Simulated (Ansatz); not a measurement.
# Bands, cutoff and cost in G0W0 for SiC (P6_3mc)

Wanted: a G0W0 gap for SiC (P6_3mc) that is converged in bands and cutoff, or an estimate of the limit.

Calculated with Ansatz 0.2.0; G0W0 on PBE, plane waves, PAW; PAW set soft_1.

This is a report of a sequence of runs, with most program output left out.

### Step 1. The structure

Symmetry: P6_3mc, No. 186, hexagonal system. Conventional cell: a = 3.074 Å, b = 3.074 Å, c = 5.045 Å, α = 90.00°, β = 90.00°, γ = 120.00°. Nearest to Si lie 4 C at 1.88 to 1.90 Å. Nearest to C lie 4 Si at 1.88 to 1.90 Å. Farther neighbours are not listed.

The cell and positions are those that the Materials Project relaxed with its own functionals (PBE, PBE+U or r2SCAN), kept fixed.

### Step 2. 43 empty bands, screening to 60 eV

Now the one-shot GW correction: screening in the RPA, then the self-energy of the levels asked for. This step takes PAW set soft_1 files.

Input file input.yaml:

```yaml
crystal:
  lattice:
    - [3.0735139282, 0.0, 0.0]
    - [-1.5367569641, 2.6617411407, 0.0]
    - [0.0, 0.0, 5.04524771]
  atoms:
    - { symbol: Si, position: [0.33333333, 0.66666667, 0.4996024] }
    - { symbol: Si, position: [0.66666667, 0.33333333, 0.9996024] }
    - { symbol: C, position: [0.33333333, 0.66666667, 0.8753976] }
    - { symbol: C, position: [0.66666667, 0.33333333, 0.3753976] }
kpoints:
  mp_grid: { grid: [6, 6, 4] }
hamiltonian:
  xc: pbe
  pseudopotentials: { kind: paw, azcp: { folder: soft_1 } }
scf:
  occupations: { method: fixed }
gw:
  n_empty_bands: 43
  ecut_chi: 60
  qp_bands: [v2, c2]
  qp_kpoints: band_edges
  screening: { model: contour_deformation }
```

Command:

```bash
$ ansatz run input.yaml --threads 3 --pin off --max-ram 92160MiB --backend cuda --events-out ev --progress --plain --runs-dir out --devices 1 --max-vram 13GiB
```

The job ended after 13 s (1 × NVIDIA H100 80GB HBM3 (shared by 6 runs) with 3 threads of AMD EPYC 7R13 (Zen 3), shared host; peak memory 0.98 GiB; 10 s of CPU time).

This step gave:

| Property | Result |
| --- | --- |
| bands summed | 51 |
| RPA ε∞ on this mesh (eigenvalues) | 7.023, 7.142, 7.142 |
| plane waves in the screening matrix | 37 |
| q-points in the mesh | 144 |
| G0W0 gap on the mesh | 2.696 eV |
| k of the valence top | 0, 0, 0 |
| k of the conduction bottom | 0.3333, 0.3333, 0 |
| starting gap on the mesh | 2.271 eV |
| Z at the valence top | 0.7974 |
| Z at the conduction bottom | 0.8240 |
| least direct G0W0 gap on the computed points | 4.716 eV |

The gap on the mesh goes from 2.27 eV to 2.70 eV, a correction of +0.43 eV. Between the two edge states, bare exchange in place of the xc potential would open the gap by 6.90 eV, and correlation takes back 6.47 eV.

### Step 3. 123 empty bands, screening to 120 eV

Another rung: the empty bands reach about as high as the screening cutoff, so the two stay in balance.

Edit input.yaml of step 2 so:

```diff
@@ -18,4 +18,4 @@
 gw:
-  n_empty_bands: 43
-  ecut_chi: 60
+  n_empty_bands: 123
+  ecut_chi: 120
   qp_bands: [v2, c2]
```

Wall time 18 s (1 × NVIDIA H100 80GB HBM3 (shared by 6 runs) with 3 threads); peak memory 1.1 GiB; 20 s of CPU time.

Numbers from this step:

| Item | Value |
| --- | --- |
| bands summed | 131 |
| RPA ε∞ on this mesh (eigenvalues) | 6.819, 6.937, 6.937 |
| plane waves in the screening matrix | 135 |
| q-points in the mesh | 144 |
| G0W0 gap on the mesh | 2.988 eV |
| k of the valence top | 0, 0, 0 |
| k of the conduction bottom | 0.3333, 0.3333, 0 |
| starting gap on the mesh | 2.271 eV |
| Z at the valence top | 0.7907 |
| Z at the conduction bottom | 0.8219 |
| least direct G0W0 gap on the computed points | 4.922 eV |

Against the run with 6×6×4 mesh, 43 empty bands, screening to 60 eV, PAW set soft_1 files, the gap moves by +0.29 eV.

### Step 4. 265 empty bands, screening to 200 eV

Edit input.yaml of step 3 so:

```diff
@@ -18,4 +18,4 @@
 gw:
-  n_empty_bands: 123
-  ecut_chi: 120
+  n_empty_bands: 265
+  ecut_chi: 200.0
   qp_bands: [v2, c2]
```

Wall time 13 s (1 × NVIDIA H100 80GB HBM3 (shared by 6 runs) with 3 threads); peak memory 1.3 GiB.

Numbers from this step:

* bands summed: 273
* RPA ε∞ on this mesh (eigenvalues): 6.814, 6.932, 6.932
* plane waves in the screening matrix: 263
* G0W0 gap on the mesh: 3.152 eV
* k of the valence top: 0, 0, 0
* k of the conduction bottom: 0.3333, 0.3333, 0
* starting gap on the mesh: 2.271 eV
* least direct G0W0 gap on the computed points: 5.039 eV

Against the run with 6×6×4 mesh, 123 empty bands, screening to 120 eV, PAW set soft_1 files, the gap moves by +0.16 eV.

### Step 5. Changing the k mesh: 6×6×2 mesh, 123 empty bands, screening to 120 eV, PAW set soft_1 files

Only the mesh changes. It samples the long-range screening, which converges on its own terms. Bands and cutoff differ from the step before, so it is read against an earlier run that matches them.

Edit input.yaml of step 4 so:

```diff
@@ -11,3 +11,3 @@
 kpoints:
-  mp_grid: { grid: [6, 6, 4] }
+  mp_grid: { grid: [6, 6, 2] }
 hamiltonian:
@@ -18,4 +18,4 @@
 gw:
-  n_empty_bands: 265
-  ecut_chi: 200.0
+  n_empty_bands: 123
+  ecut_chi: 120
   qp_bands: [v2, c2]
```

Elapsed: 12 s, on 1 × NVIDIA H100 80GB HBM3 (shared by 6 runs) with 3 threads; peak memory 1 GiB.

Numbers from this step:

| Quantity | Value |
| --- | --- |
| bands summed | 131 |
| RPA ε∞ on this mesh (eigenvalues) | 6.664, 6.906, 6.906 |
| plane waves in the screening matrix | 135 |
| G0W0 gap on the mesh | 2.999 eV |
| k of the valence top | 0, 0, 0 |
| k of the conduction bottom | 0.3333, 0.3333, 0 |
| starting gap on the mesh | 2.269 eV |
| least direct G0W0 gap on the computed points | 4.927 eV |

Against the run with 6×6×4 mesh, 123 empty bands, screening to 120 eV, PAW set soft_1 files, the gap moves by +0.010 eV.

### Step 6. Changing the frequency model: 6×6×4 mesh, 123 empty bands, screening to 120 eV, plasmon pole, PAW set soft_1 files

A plasmon pole stands in for the full frequency dependence of the screening; this run shows what that costs in accuracy.

Edit input.yaml of step 5 so:

```diff
@@ -11,3 +11,3 @@
 kpoints:
-  mp_grid: { grid: [6, 6, 2] }
+  mp_grid: { grid: [6, 6, 4] }
 hamiltonian:
@@ -22,2 +22,2 @@
   qp_kpoints: band_edges
-  screening: { model: contour_deformation }
+  screening: { model: godby_needs }
```

It took 18 s on 1 × NVIDIA H100 80GB HBM3 (shared by 6 runs) with 3 threads; peak memory 1.2 GiB.

This step gave:

| Quantity | Value |
| --- | --- |
| bands summed | 131 |
| plasmon-pole fit frequency | 23.12 eV |
| RPA ε∞ on this mesh (eigenvalues) | 6.819, 6.937, 6.937 |
| plane waves in the screening matrix | 135 |
| G0W0 gap on the mesh | 2.941 eV |
| k of the valence top | 0, 0, 0 |
| k of the conduction bottom | 0.3333, 0.3333, 0 |
| starting gap on the mesh | 2.271 eV |
| least direct G0W0 gap on the computed points | 4.883 eV |

Against the run with 6×6×4 mesh, 123 empty bands, screening to 120 eV, PAW set soft_1 files, the gap moves by −0.05 eV.

### Step 7. Changing the files: 6×6×4 mesh, 123 empty bands, screening to 120 eV, hard PAW files

Other atomic data (hard PAW) test the pseudisation: the cutoff goes from 420 to 820 eV, with the same valence electrons.

This step: G0W0 on PBE, plane waves, PAW.

Edit input.yaml of step 6 so:

```diff
@@ -14,3 +14,3 @@
   xc: pbe
-  pseudopotentials: { kind: paw, azcp: { folder: soft_1 } }
+  pseudopotentials: { kind: paw, source: ansatz }
 scf:
@@ -22,2 +22,2 @@
   qp_kpoints: band_edges
-  screening: { model: godby_needs }
+  screening: { model: contour_deformation }
```

The job ended after 17 s (1 × NVIDIA H100 80GB HBM3 (shared by 6 runs) with 3 threads; peak memory 1.2 GiB).

Numbers from this step:

```yaml
bands_summed: 131
rpa_eps_infinity_on_this_mesh_eigenvalues: 6.821, 6.941, 6.941
plane_waves_in_the_screening_matrix: 135
g0w0_gap_on_the_mesh: 2.986 eV
k_of_the_valence_top: 0, 0, 0
k_of_the_conduction_bottom: 0.3333, 0.3333, 0
starting_gap_on_the_mesh: 2.268 eV
least_direct_g0w0_gap_on_the_computed_points: 4.945 eV
```

Against the run with 6×6×4 mesh, 123 empty bands, screening to 120 eV, PAW set soft_1 files, the gap moves by −0.003 eV.

### Step 8. The runs together

Times are wall times on 1 × NVIDIA H100 80GB HBM3 (shared by 6 runs) with 3 threads of AMD EPYC 7R13 (Zen 3), shared host, good to a factor of about two.

| mesh | files | frequency | bands summed | cutoff (eV) | start (eV) | G0W0 (eV) | time | host memory (GiB) |
| --- | --- | --- | --- | --- | --- | --- | --- | --- |
| 6×6×4 | PAW set soft_1 | contour deformation | 51 | 60 | 2.271 | 2.696 | 13 s | 0.98 |
| 6×6×4 | PAW set soft_1 | contour deformation | 131 | 120 | 2.271 | 2.988 | 18 s | 1.1 |
| 6×6×4 | PAW set soft_1 | contour deformation | 273 | 200 | 2.271 | 3.152 | 13 s | 1.3 |
| 6×6×2 | PAW set soft_1 | contour deformation | 131 | 120 | 2.269 | 2.999 | 12 s | 1.0 |
| 6×6×4 | PAW set soft_1 | plasmon pole | 131 | 120 | 2.271 | 2.941 | 18 s | 1.2 |
| 6×6×4 | hard PAW | contour deformation | 131 | 120 | 2.268 | 2.986 | 17 s | 1.2 |

How the two edges are built up, in eV (the quasiparticle level is the starting level plus Σx plus Σc less Vxc):

| run | edge | start | Σx | Σc | Vxc | Z | QP |
| --- | --- | --- | --- | --- | --- | --- | --- |
| 51 bands | valence top | 9.67 | -18.36 | 2.65 | -15.81 | 0.80 | 9.76 |
| 51 bands | conduction bottom | 11.94 | -6.23 | -3.83 | -10.58 | 0.82 | 12.46 |
| 131 bands | valence top | 9.67 | -18.36 | 2.09 | -15.81 | 0.79 | 9.20 |
| 131 bands | conduction bottom | 11.94 | -6.23 | -4.09 | -10.58 | 0.82 | 12.19 |
| 273 bands | valence top | 9.67 | -18.36 | 1.84 | -15.81 | 0.79 | 8.95 |
| 273 bands | conduction bottom | 11.94 | -6.23 | -4.18 | -10.58 | 0.82 | 12.10 |

### Step 9. Results

- 51 bands, 60 eV: 2.696 eV
- 131 bands, 120 eV: 2.988 eV
- 273 bands, 200 eV: 3.152 eV
- estimated limit in bands and cutoff: 3.30 eV
- mesh and start: 6×6×4, PBE

**Reading.** A line in one over the bands through the two highest rungs gives 3.30 eV, +0.15 eV from the top rung; the pair below gives 3.17 eV, so the estimate is still climbing. The rungs stand 0.61 eV (51 bands), 0.31 eV (131 bands) and 0.15 eV (273 bands) from it. From 51 to 273 bands the gap moves by +0.46 eV. Σc changes by −0.81 eV at the valence top and −0.35 eV at the conduction bottom, so the valence edge carries most of the change. On the 6×6×2 mesh in place of 6×6×4 the gap differs by +0.01 eV, of which −0.001 eV is already in the start. The plasmon-pole model gives −0.05 eV against contour deformation, 7 % of the correction, and saved no time in this program. Hard PAW files move the gap by −0.003 eV at equal bands and cutoff, −0.002 eV of it in the start.

[Paths, hosts, dates, memory and timing lines, banners, echoed tables and standing remarks are left out of the program output.]

[Logs are printed without paths, hosts, clocks, repeated set-up lines and the standing remarks that a program may print on its own settings, such as how far it seeks lower states.]

[Runs of the session that timed out or met a known fault of the program may be left out.]

[Cells called generated may have been cut or substituted from an entry of the Crystallography Open Database or the Materials Project.]

[Hosts, paths, dates, database ids (printed as entryN), source tags and the programs' standing remarks are cut or masked in the printed files.]
